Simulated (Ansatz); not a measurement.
**A hypothetical structure for LiNiSnS4**

This structure for LiNiSnS4 is made up. Its elements were placed in a known structure type with a cell scaled to their sizes. What cell does the guess relax to, and how far off was it?

Program: Ansatz 0.2.0. Level of theory: DFT, PBE, plane-wave PAW, files of the set soft_1, scalar-relativistic, ferromagnetic start, cell and ions relaxed at zero pressure; PAW set soft_1, in the first sound run; inputs show where later runs differ. Results are calculated unless marked as measured.

### Step 1. The starting structure

It takes space group P2/m (No. 10, monoclinic). Conventional cell: a = 6.268 Å, b = 3.685 Å, c = 6.487 Å, α = 90.00°, β = 107.64°, γ = 90.00°. Nearest to Sn lie 6 S at 2.57 to 2.58 Å. Nearest to Ni lie 6 S at 2.38 to 2.57 Å. S has 2 Ni at 2.38 Å and 1 Sn at 2.57 Å and 1 Li at 2.63 Å nearest. Nearest to S lie 1 Ni at 2.57 Å and 2 Sn at 2.58 Å and 2 Li at 2.69 Å. Li has 6 S at 2.63 to 2.69 Å nearest. Farther neighbours and most contacts between anions are not listed.

### Step 2. Relaxation of the guess

The guess takes its coordinates from another compound and its volume from a rule, so the cell and any free coordinates are relaxed together.

Input file input.yaml:

```yaml
crystal:
  lattice:
    - [6.268, 0.0, 0.0]
    - [0.0, 3.685, 0.0]
    - [-1.965789794, 0.0, 6.181976988]
  atoms:
    - { symbol: Sn, position: [0.5, 0.0, 0.5] }
    - { symbol: Ni, position: [0.5, 0.5, 0.0], spin: 1.0 }
    - { symbol: S, position: [0.6948, 0.0, 0.2039] }
    - { symbol: S, position: [0.7396, 0.5, 0.7407] }
    - { symbol: S, position: [0.2604, 0.5, 0.2593] }
    - { symbol: S, position: [0.3052, 0.0, 0.7961] }
    - { symbol: Li, position: [0.0, 0.0, 0.0] }
magnetization:
  spin_polarized: true
kpoints:
  mp_grid: { grid: [5, 7, 5] }
scf:
  occupations: { method: fermi_dirac, width: 0.05 }
hamiltonian:
  xc: pbe
  pseudopotentials: { kind: paw, azcp: { folder: soft_1 } }
relax:
  f_tol: 0.015
  max_steps: 70
  cell: {}
output:
  forces: true
  stress: true
```

The run is started by

```sh
$ ansatz run input.yaml --threads 4 --pin off --max-ram 10240MiB --backend cpu --events-out ev --progress --plain --runs-dir out
```

Numbers of over 12 decimals in the logs are rounded to 6 here.

The program printed:

```text
Engine: ansatz 0.2.0, aarch64-unknown-linux-gnu
Pseudopotentials: kind: paw
Pseudopotential: Sn, paw, valence charge 14, recommended cutoff 420 eV (normal), soft_1/Sn.paw.azcp
Pseudopotential: Ni, paw, valence charge 18, recommended cutoff 420 eV (normal), soft_1/Ni.paw.azcp
Pseudopotential: S, paw, valence charge 6, recommended cutoff 420 eV (normal), soft_1/S.paw.azcp
Pseudopotential: Li, paw, valence charge 3, recommended cutoff 420 eV (normal), soft_1/Li.paw.azcp
Functional definition: PBE
  parameter kappa = 0.804
  parameter beta = 0.066725
  exchange = pbe_x(kappa = kappa, mu = beta*pi^2/3)
  correlation = pbe_c(beta = beta)
Crystal: 7 atoms, lattice volume = 142.789 Å³
Basis set: ecut = 420 eV, 2791 PW (Γ), exchange–correlation on 90×50×90 points (8 copies of the dense FFT grid, shifted against one another)
Bands: 37, of which v1, the nominal top of the filled ones, is band 30 counted from 1 (29 counted from 0)
Symmetry: 4 space group operations
Space group: P2/m (ITA 10), of the structure as read, at distance tolerance 5.2e-5 Å
Magnetic group: BNS 10.42 (UNI 49), of the structure as read, at distance tolerance 5.2e-5 Å
k-points: 52 of 175
Non-local potential: Sn, projectors of the file, l = 0: 2, l = 1: 2, l = 2: 2, l = 3: 1
Non-local potential: Ni, projectors of the file, l = 0: 3, l = 1: 2, l = 2: 3, l = 3: 1
Non-local potential: S, projectors of the file, l = 0: 2, l = 1: 2, l = 2: 1
Non-local potential: Li, projectors of the file, l = 0: 3, l = 1: 2, l = 2: 1
PAW form: soft (Blöchl's): semilocal exchange-correlation on the pseudo side does not see the compensation charge
PAW one-centre angular grid: Sn, 590 points (default); XC on 64 Gauss nodes
PAW one-centre angular grid: Ni, 590 points (default); XC on 64 Gauss nodes
PAW one-centre angular grid: S, 110 points (default); XC on 64 Gauss nodes
PAW one-centre angular grid: Li, 110 points (default); XC on 96 Gauss nodes
Initial density: superposition of atomic densities (chi_scale 0.1, normalization cell, long waves kept (reshape's long-wave potential 0.05 eV rms))
Starting moments: Σ|m| = 1 μB on 1 of 7 sites
Initial wavefunctions: pseudopotential atomic-orbital guess
Functional: x = pbe(κ = 0.804, μ = 0.219515), c = pbe(β = 0.066725)
SCF iter   1: F=—  HF=-15679.530663 eV  |F-HF|=—  |Δ(HF+E_count)|=         —  Δρ=5.30e-2 (↑3.73e-2 ↓5.30e-2)  dr2=1.09e1  dr2_m=1.60e-1  M=0.924 μB ∫|m|=1.025 μB  β_m=0.30  ethr=3.10e-3  ⟨swp⟩=8.0  Hψ=18280  notcnv=0  defer=35
Mixer restart at iter 1: flushing history
preconditioner: auto → Kerker (q_TF=auto, 2.355 Å⁻¹)  [metal: Δε(μ)=0.027 eV  Ē_g=11.892 eV  σ=0.050 eV  W_gap=0.13  n_scr=30 (ndim 8)  ℏωp=21.8 eV  f_vac=0.040  D(μ)=1.12/eV (n_scr^D=4)]
spin=Collinear: Kerker preconditioning applied to the charge; magnetization (m = ρ↑ − ρ↓) channel mixes plain (no charge-response kernel on spin).
SCF iter   2: F=—  HF=-15680.379085 eV  |F-HF|=—  |Δ(HF+E_count)|=   8.48e-1  Δρ=1.74e-2 (↑1.44e-2 ↓1.74e-2)  dr2=1.98e0  dr2_m=6.73e-2  M=0.981 μB ∫|m|=1.077 μB  β_m=0.33  ethr=3.10e-3  ⟨swp⟩=3.5  Hψ=8876  notcnv=0  defer=128
SCF iter   3: F=—  HF=-15680.267212 eV  |F-HF|=—  |Δ(HF+E_count)|=   1.12e-1  Δρ=1.45e-2 (↑9.58e-3 ↓1.45e-2)  dr2=1.54e0  dr2_m=3.62e-2  M=0.969 μB ∫|m|=1.061 μB  β_m=0.47  ethr=3.10e-3  ⟨swp⟩=2.0  Hψ=5062  notcnv=0  defer=122
SCF iter   4: F=—  HF=-15680.194534 eV  |F-HF|=—  |Δ(HF+E_count)|=   7.27e-2  Δρ=8.02e-3 (↑8.02e-3 ↓5.26e-3)  dr2=1.95e-1  dr2_m=4.33e-3  M=0.964 μB ∫|m|=1.061 μB  β_m=0.74  ethr=2.62e-3  ⟨swp⟩=3.0  Hψ=6038  notcnv=0  defer=125
SCF iter   5: F=—  HF=-15680.227177 eV  |F-HF|=—  |Δ(HF+E_count)|=         —  Δρ=1.52e-3 (↑1.08e-3 ↓1.52e-3)  dr2=1.93e-2  dr2_m=5.76e-4  M=0.960 μB ∫|m|=1.051 μB  β_m=0.74  ethr=3.30e-4  ⟨swp⟩=2.7  Hψ=7582  notcnv=0  defer=129
Mixer restart at iter 5: flushing history
SCF iter   6: F=—  HF=-15680.230273 eV  |F-HF|=—  |Δ(HF+E_count)|=   3.10e-3  Δρ=1.31e-3 (↑1.31e-3 ↓1.12e-3)  dr2=1.32e-2  dr2_m=2.91e-5  M=0.960 μB ∫|m|=1.050 μB  β_m=0.87  ethr=3.28e-5  ⟨swp⟩=2.0  Hψ=5122  notcnv=0  defer=129
SCF iter   7: F=—  HF=-15680.232170 eV  |F-HF|=—  |Δ(HF+E_count)|=   1.90e-3  Δρ=2.01e-3 (↑1.45e-3 ↓2.01e-3)  dr2=1.45e-2  dr2_m=1.40e-4  M=0.964 μB ∫|m|=1.054 μB  β_m=0.60  ethr=2.24e-5  ⟨swp⟩=2.0  Hψ=7495  notcnv=0  defer=129
SCF iter   8: F=—  HF=-15680.231333 eV  |F-HF|=—  |Δ(HF+E_count)|=   8.36e-4  Δρ=8.07e-4 (↑5.87e-4 ↓8.07e-4)  dr2=4.16e-3  dr2_m=2.66e-5  M=0.962 μB ∫|m|=1.052 μB  β_m=0.71  ethr=2.24e-5  ⟨swp⟩=2.0  Hψ=7566  notcnv=0  defer=128
SCF iter   9: F=—  HF=-15680.231615 eV  |F-HF|=—  |Δ(HF+E_count)|=   2.81e-4  Δρ=3.31e-4 (↑2.99e-4 ↓3.31e-4)  dr2=5.87e-4  dr2_m=6.23e-7  M=0.964 μB ∫|m|=1.054 μB  β_m=0.85  ethr=7.04e-6  ⟨swp⟩=2.0  Hψ=5541  notcnv=0  defer=127
SCF iter  10: F=—  HF=-15680.231744 eV  |F-HF|=—  |Δ(HF+E_count)|=   1.29e-4  Δρ=1.16e-4 (↑8.36e-5 ↓1.16e-4)  dr2=8.07e-5  dr2_m=6.42e-7  M=0.964 μB ∫|m|=1.054 μB  β_m=0.86  ethr=9.95e-7  ⟨swp⟩=2.2  Hψ=5196  notcnv=0  defer=127
SCF iter  11: F=—  HF=-15680.231740 eV  |F-HF|=—  |Δ(HF+E_count)|=   4.24e-6  Δρ=4.23e-5 (↑3.49e-5 ↓4.23e-5)  dr2=1.07e-5  dr2_m=1.35e-7  M=0.964 μB ∫|m|=1.054 μB  β_m=0.93  ethr=1.37e-7  ⟨swp⟩=2.1  Hψ=5605  notcnv=0  defer=127
SCF iter  12: F=—  HF=-15680.231746 eV  |F-HF|=—  |Δ(HF+E_count)|=   6.91e-6  Δρ=1.49e-5 (↑9.83e-6 ↓1.49e-5)  dr2=1.19e-6  dr2_m=4.99e-8  M=0.964 μB ∫|m|=1.054 μB  β_m=0.96  ethr=1.82e-8  ⟨swp⟩=2.0  Hψ=5507  notcnv=0  defer=127
SCF iter  13: F=—  HF=-15680.231747 eV  |F-HF|=—  |Δ(HF+E_count)|=   7.41e-7  Δρ=6.18e-6 (↑6.18e-6 ↓5.88e-6)  dr2=3.25e-7  dr2_m=8.92e-10  M=0.964 μB ∫|m|=1.054 μB  β_m=0.98  ethr=2.02e-9  ⟨swp⟩=2.0  Hψ=5825  notcnv=0  defer=127
SCF iter  14: F=—  HF=-15680.231747 eV  |F-HF|=—  |Δ(HF+E_count)|=   6.72e-8  Δρ=4.75e-6 (↑2.62e-6 ↓4.75e-6)  dr2=7.38e-8  dr2_m=3.03e-9  M=0.964 μB ∫|m|=1.054 μB  β_m=0.99  ethr=5.50e-10  ⟨swp⟩=2.1  Hψ=5249  notcnv=0  defer=127
SCF iter  15: F=-15680.231747 eV  HF=-15680.231747 eV  |F-HF|=3.25e-9  |Δ(HF+E_count)|=   2.50e-8  Δρ=9.14e-7 (↑9.14e-7 ↓8.20e-7)  dr2=9.07e-9  dr2_m=1.28e-10  M=0.964 μB ∫|m|=1.054 μB  ethr=1.25e-10  ⟨swp⟩=2.9  Hψ=13122  notcnv=0
SCF 1 converged in 15 iterations: F = -15680.231747 eV  dr2 = 9.07e-9
  greatest PAW one-centre occupation: 1.001 electrons in one spin orbital (limit 2), on the Ni atom at site 1 (counted from 0), in its partial waves of l = 1
[...]
Initial wavefunctions: pseudopotential atomic-orbital guess (no wavefunctions were taken with the density)
iter 1 solved again at ethr=1.45e-6 eV; its pass at ethr=3.10e-3 eV (dr2=8.53e-4 eV) is discarded
SCF iter   1: F=—  HF=-15680.463194 eV  |F-HF|=—  |Δ(HF+E_count)|=         —  Δρ=1.98e-4 (↑1.74e-4 ↓1.98e-4)  dr2=2.57e-5  dr2_m=6.13e-7  M=0.832 μB ∫|m|=0.880 μB  β_m=0.65  ethr=1.45e-6  ⟨swp⟩=3.7  Hψ=29832  notcnv=0
preconditioner: auto → Kerker (q_TF=auto, 2.155 Å⁻¹)  [metal: Δε(μ)=0.011 eV  Ē_g=12.135 eV  σ=0.050 eV  W_gap=0.05  n_scr=30 (ndim 8)  ℏωp=22.1 eV  f_vac=0.078  D(μ)=2.91/eV (n_scr^D=10)]
spin=Collinear: Kerker preconditioning applied to the charge; magnetization (m = ρ↑ − ρ↓) channel mixes plain (no charge-response kernel on spin).
SCF iter   2: F=—  HF=-15680.466562 eV  |F-HF|=—  |Δ(HF+E_count)|=   3.37e-3  Δρ=6.52e-5 (↑6.52e-5 ↓6.43e-5)  dr2=1.00e-6  dr2_m=4.36e-7  M=0.832 μB ∫|m|=0.880 μB  β_m=0.54  ethr=4.36e-8  ⟨swp⟩=2.0  Hψ=5924  notcnv=0
SCF iter   3: F=—  HF=-15680.466961 eV  |F-HF|=—  |Δ(HF+E_count)|=   3.99e-4  Δρ=3.75e-5 (↑2.99e-5 ↓3.75e-5)  dr2=1.36e-6  dr2_m=5.32e-8  M=0.832 μB ∫|m|=0.880 μB  β_m=0.54  ethr=1.70e-9  ⟨swp⟩=2.2  Hψ=7062  notcnv=0
SCF iter   4: F=—  HF=-15680.467064 eV  |F-HF|=—  |Δ(HF+E_count)|=   1.03e-4  Δρ=1.57e-5 (↑1.57e-5 ↓1.33e-5)  dr2=7.12e-7  dr2_m=4.88e-9  M=0.833 μB ∫|m|=0.880 μB  β_m=0.61  ethr=1.70e-9  ⟨swp⟩=2.0  Hψ=6920  notcnv=0
SCF iter   5: F=—  HF=-15680.467068 eV  |F-HF|=—  |Δ(HF+E_count)|=   4.91e-6  Δρ=1.59e-5 (↑1.20e-5 ↓1.59e-5)  dr2=8.98e-7  dr2_m=5.70e-9  M=0.833 μB ∫|m|=0.880 μB  β_m=0.80  ethr=1.21e-9  ⟨swp⟩=2.0  Hψ=4293  notcnv=0
SCF iter   6: F=—  HF=-15680.467070 eV  |F-HF|=—  |Δ(HF+E_count)|=   1.62e-6  Δρ=1.28e-5 (↑4.17e-6 ↓1.28e-5)  dr2=3.82e-7  dr2_m=2.54e-8  M=0.832 μB ∫|m|=0.880 μB  β_m=0.90  ethr=1.21e-9  ⟨swp⟩=2.0  Hψ=5256  notcnv=0
SCF iter   7: F=—  HF=-15680.467071 eV  |F-HF|=—  |Δ(HF+E_count)|=   3.86e-7  Δρ=3.29e-6 (↑1.61e-6 ↓3.29e-6)  dr2=3.93e-9  dr2_m=7.37e-9  M=0.832 μB ∫|m|=0.880 μB  β_m=0.95  ethr=6.48e-10  ⟨swp⟩=2.7  Hψ=7260  notcnv=0
SCF iter   8: F=—  HF=-15680.467071 eV  |F-HF|=—  |Δ(HF+E_count)|=   7.69e-9  Δρ=5.84e-7 (↑3.06e-7 ↓5.84e-7)  dr2=7.32e-10  dr2_m=5.92e-11  M=0.832 μB ∫|m|=0.880 μB  β_m=0.98  ethr=6.66e-12  ⟨swp⟩=2.9  Hψ=7807  notcnv=0
SCF iter   9: F=—  HF=-15680.467043 eV  |F-HF|=—  |Δ(HF+E_count)|=   2.79e-5  Δρ=1.27e-6 (↑1.27e-6 ↓1.16e-6)  dr2=8.48e-9  dr2_m=3.00e-10  M=0.832 μB ∫|m|=0.880 μB  β_m=0.98  ethr=1.24e-12  ⟨swp⟩=4.3  Hψ=11023  notcnv=0
SCF iter  10: F=—  HF=-15680.467043 eV  |F-HF|=—  |Δ(HF+E_count)|=   6.20e-9  Δρ=1.21e-6 (↑1.21e-6 ↓1.18e-6)  dr2=8.01e-9  dr2_m=2.93e-10  M=0.832 μB ∫|m|=0.880 μB  β_m=0.99  ethr=1.24e-12  ⟨swp⟩=2.1  Hψ=5542  notcnv=0
SCF iter  11: F=—  HF=-15680.467043 eV  |F-HF|=—  |Δ(HF+E_count)|=   1.62e-8  Δρ=1.06e-6 (↑1.06e-6 ↓9.64e-7)  dr2=6.09e-9  dr2_m=1.90e-10  M=0.832 μB ∫|m|=0.880 μB  β_m=0.99  ethr=1.24e-12  ⟨swp⟩=2.0  Hψ=5729  notcnv=0
SCF iter  12: F=—  HF=-15680.467043 eV  |F-HF|=—  |Δ(HF+E_count)|=   3.55e-8  Δρ=6.46e-7 (↑6.46e-7 ↓5.53e-7)  dr2=2.20e-9  dr2_m=6.97e-11  M=0.832 μB ∫|m|=0.880 μB  β_m=1.00  ethr=1.24e-12  ⟨swp⟩=2.5  Hψ=6584  notcnv=0
SCF iter  13: F=—  HF=-15680.467043 eV  |F-HF|=—  |Δ(HF+E_count)|=   1.39e-8  Δρ=4.51e-7 (↑3.06e-7 ↓4.51e-7)  dr2=7.41e-10  dr2_m=2.29e-11  M=0.832 μB ∫|m|=0.880 μB  β_m=0.98  ethr=1.24e-12  ⟨swp⟩=2.6  Hψ=7564  notcnv=0
SCF iter  14: F=—  HF=-15680.467043 eV  |F-HF|=—  |Δ(HF+E_count)|=   1.70e-9  Δρ=1.76e-7 (↑1.76e-7 ↓1.68e-7)  dr2=1.63e-10  dr2_m=6.22e-12  M=0.832 μB ∫|m|=0.880 μB  β_m=0.99  ethr=1.24e-12  ⟨swp⟩=2.0  Hψ=6243  notcnv=0
SCF iter  15: F=—  HF=-15680.467043 eV  |F-HF|=—  |Δ(HF+E_count)|=   1.19e-9  Δρ=1.62e-7 (↑1.15e-7 ↓1.62e-7)  dr2=1.02e-10  dr2_m=1.54e-12  M=0.832 μB ∫|m|=0.880 μB  β_m=1.00  ethr=1.00e-12  ⟨swp⟩=2.0  Hψ=5474  notcnv=0
SCF iter  16: F=—  HF=-15680.467043 eV  |F-HF|=—  |Δ(HF+E_count)|=  1.60e-10  Δρ=1.60e-7 (↑9.98e-8 ↓1.60e-7)  dr2=8.03e-11  dr2_m=1.22e-12  M=0.832 μB ∫|m|=0.880 μB  β_m=1.00  ethr=1.00e-12  ⟨swp⟩=5.0  Hψ=13109  notcnv=0
SCF iter  17: F=-15680.467043 eV  HF=-15680.467043 eV  |F-HF|=0.00e0  |Δ(HF+E_count)|=  3.64e-12  Δρ=1.54e-8 (↑1.31e-8 ↓1.54e-8)  dr2=1.12e-12  dr2_m=4.13e-15  M=0.832 μB ∫|m|=0.880 μB  ethr=1.00e-12  ⟨swp⟩=4.0  Hψ=9735  notcnv=0
SCF 14 converged in 17 iterations: F = -15680.467043 eV  dr2 = 1.12e-12
relax step  14: F+E_penalty+E_count = -15680.46704267 eV  Δ(F+E_penalty+E_count) = +3.723e-4 eV  max|allowed force component| = 2.781e-3 eV/Å  Δτ_max = 0.0000 Å  P = +0.013 GPa  Ω = 138.815 Å³  stress off target by 2.58e-2 GPa  SCF on the basis re-selected at this cell (its energy is not comparable with the rows above)  (17 SCF iters)
basis re-selected at this cell: Δ(F+E_penalty+E_count) = +3.723e-4 eV, ΔP = +0.006 GPa vs the last step (what re-selecting the basis moved, of the pressure what is left beyond the Pulay correction that the steps carried, after the strain that the cell walked since its last selection, with what the two solves' SCF thresholds leave and, on support functions, any second-order correction that the steps lacked; it is no m [...]
SCF converged after 17 iterations
Magnetization: 0.8320 μB (29.9160 up, 29.0840 down)
Absolute magnetization: 0.8790 μB (∫|ρ↑−ρ↓|, with the PAW one-centre terms)
Spin contamination: 0.0176 ħ² per cell (⟨S²⟩ above its minimum at these occupations)
Per-site moments (μB) at R_I (Å): [(0.00680322, 1.048124), (0.488658, 0.952386), (0.085561, 0.982796), (0.010434, 0.952386), (0.010434, 0.952386), (0.085561, 0.982796), (0.00380949, 1.054604)]
Free energy (F): -15680.467043 eV
Harris-Foulkes:  -15680.467043 eV  (|F-HF|=0.00e0)
Internal energy: -15680.442253 eV  (E = F + TS)
E sigma→0 (E₀):  -15680.454648 eV
Entropy (-TS):   -0.024789 eV (-3.541 meV/atom)
Fermi energy:    7.019138 eV
--- Per-component energies (eV) ---
  E_band       = -701.691094
  E_kinetic    = 943.064761
  E_local      = -7852.207675  (includes V_loc(G=0)·N_el)
  E_nonlocal   = 144.428694
  E_hartree    = 3802.068907
  E_xc         = -601.694025
  E_vxc        = -566.274095  (∫ρ·V_xc dr)
  E_paw        = -8482.904670  (= ΣΔE_a)
  E_vpaw       = -974.841979  (= ΣTr[D̂ρ^β])
  E_aug_tail   = 0.001446  (compensation charges beyond the density's cutoff)
  E_ewald      = -3633.199691
  E_smearing   = -0.024789  (= −TS)
  E_closure    = 0.000000  (closes the sum)
  Σ components = -15680.467043   (vs F -15680.467043, Δ=0.00e0)
--- Forces (eV/Å), atoms counted from 1 ---
  atom   1  Sn     0.00000000     0.00000000     0.00000000
  atom   2  Ni     0.00000000     0.00000000     0.00000000
  atom   3  S      0.00044698    -0.00000000    -0.00029582
  atom   4  S     -0.00278060    -0.00000000    -0.00184445
  atom   5  S      0.00278060     0.00000000     0.00184445
  atom   6  S     -0.00044698     0.00000000     0.00029582
  atom   7  Li     0.00000000     0.00000000    -0.00000000
  max |Σ_I F_I| component: 3.79e-19 eV/Å
--- Stress (GPa, compression-positive) ---
        0.002753       0.000000       0.002709
        0.000000       0.025827      -0.000000
        0.002709      -0.000000       0.009667
  P = ⅓ Tr σ = 0.0127 GPa (0.127 kbar)
--- Relaxed structure (13 steps of the walk, 12 accepted, 1 SCFs on fresh bases) ---
  F+E_penalty+E_count = -15680.46704267 eV   max|allowed force component| = 2.781e-3 eV/Å   (the final SCF, on the basis selected at the relaxed cell)
  cell:  # Å, volume = 138.8148 Å³
    - [6.507124, 0.0, 0.198171]
    - [0.0, 3.598365, 0.0]
    - [-1.845333, 0.0, 5.872255]
  atoms:
    - { symbol: Sn, position: [0.5, 0.0, 0.500000] }
    - { symbol: Ni, position: [0.5, 0.5, 0.0] }
    - { symbol: S, position: [0.705203, 0.0, 0.202715] }
    - { symbol: S, position: [0.724334, 0.5, 0.766683] }
    - { symbol: S, position: [0.275666, 0.5, 0.233317] }
    - { symbol: S, position: [0.294797, 0.0, 0.797285] }
    - { symbol: Li, position: [-1.0759158949106913e-19, 0.0, 5.236379755660835e-19] }
```

Run time: 3 min. Hardware: 4 threads of Arm Neoverse V1, shared host; peak memory 0.74 GiB; 11 min of CPU time.

The steps of the relaxation:

```csv
step,energy less that of the first step (eV),largest force component (eV/Å),pressure (GPa),volume (Å³)
1,0.0000,0.5527,-2.72,142.79
2,-0.1436,0.5610,-1.01,136.15
3,-0.2124,0.0375,0.06,137.65
4,-0.2147,0.0246,0.14,138.28
5,-0.2156,0.0264,0.03,138.95
6,-0.2167,0.0241,0.09,138.70
7,-0.2159,0.2522,0.89,137.99
8,-0.2225,0.0579,0.00,138.62
9,-0.2338,0.0734,0.17,138.48
10,-0.2352,0.0185,0.00,138.76
11,-0.2355,0.0276,-0.14,138.96
12,-0.2356,0.0139,0.04,138.86
13,-0.2357,0.0027,0.01,138.81
14*,-0.2353,0.0028,0.01,138.81
```

Relaxation steps marked * repeat the geometry before them on a plane-wave basis chosen anew for their cell, so energy and pressure can jump there. Relaxation step 7 was tried and not accepted.

The run keeps the 4 symmetry operations that it works with, so distortions that break them were not tested.

| cell as run | before | after | change |
| --- | --- | --- | --- |
| a (Å) | 6.268 | 6.510 | +3.9 % |
| b (Å) | 3.685 | 3.598 | -2.4 % |
| c (Å) | 6.487 | 6.155 | -5.1 % |
| β (°) | 107.64 | 105.70 | -1.8 % |
| volume (Å³/atom) | 20.40 | 19.83 | -2.8 % |

The atoms that moved most (Å, as changes of fractional coordinates times the final cell):

| atom | dx | dy | dz | length |
| --- | --- | --- | --- | --- |
| S5 | 0.147 | 0.000 | -0.150 | 0.210 |
| S4 | -0.147 | 0.000 | 0.150 | 0.210 |
| S3 | 0.070 | 0.000 | -0.005 | 0.070 |
| S6 | -0.070 | 0.000 | 0.005 | 0.070 |

Numbers from this step:

| Quantity | Value |
| --- | --- |
| free energy | -15680.4670 eV |
| energy at zero smearing | -15680.4546 eV |
| smearing term TS | 0.02479 eV |
| Fermi energy | 7.019 eV |
| magnetization | 0.8320 μB |
| absolute magnetization | 0.8790 μB |
| site moments | 0.006803, 0.4887, 0.08556, 0.01043, 0.01043, 0.08556, 0.003809 μB |
| electrons | 59 |
| symmetry operations | 4 |
| pressure | 0.01275 GPa |

Site moment by atom:

| atom | site moment (μB) |
| --- | --- |
| Sn1 | 0.007 |
| Ni2 | 0.489 |
| S3 | 0.086 |
| S4 | 0.010 |
| S5 | 0.010 |
| S6 | 0.086 |
| Li7 | 0.004 |

The shortest distance of each pair, which need not be the same contact before and after:

```csv
pair,guess (Å),relaxed (Å)
Ni–S,2.378,2.309
S–Sn,2.569,2.541
Li–S,2.635,2.557
S–S,3.008,3.124
Ni–Sn,3.730,3.565
```

The relaxation ends with a largest force component of 0.0028 eV/Å and a pressure of 0.01 GPa.

(Part 1 of 2 ends here.)

[Logs are printed without paths, hosts, clocks, repeated set-up lines and the standing remarks that a program may print on its own settings, such as how far it seeks lower states.]

[Hosts, paths, dates, database ids (printed as entryN), source tags and the programs' standing remarks are cut or masked in the printed files.]
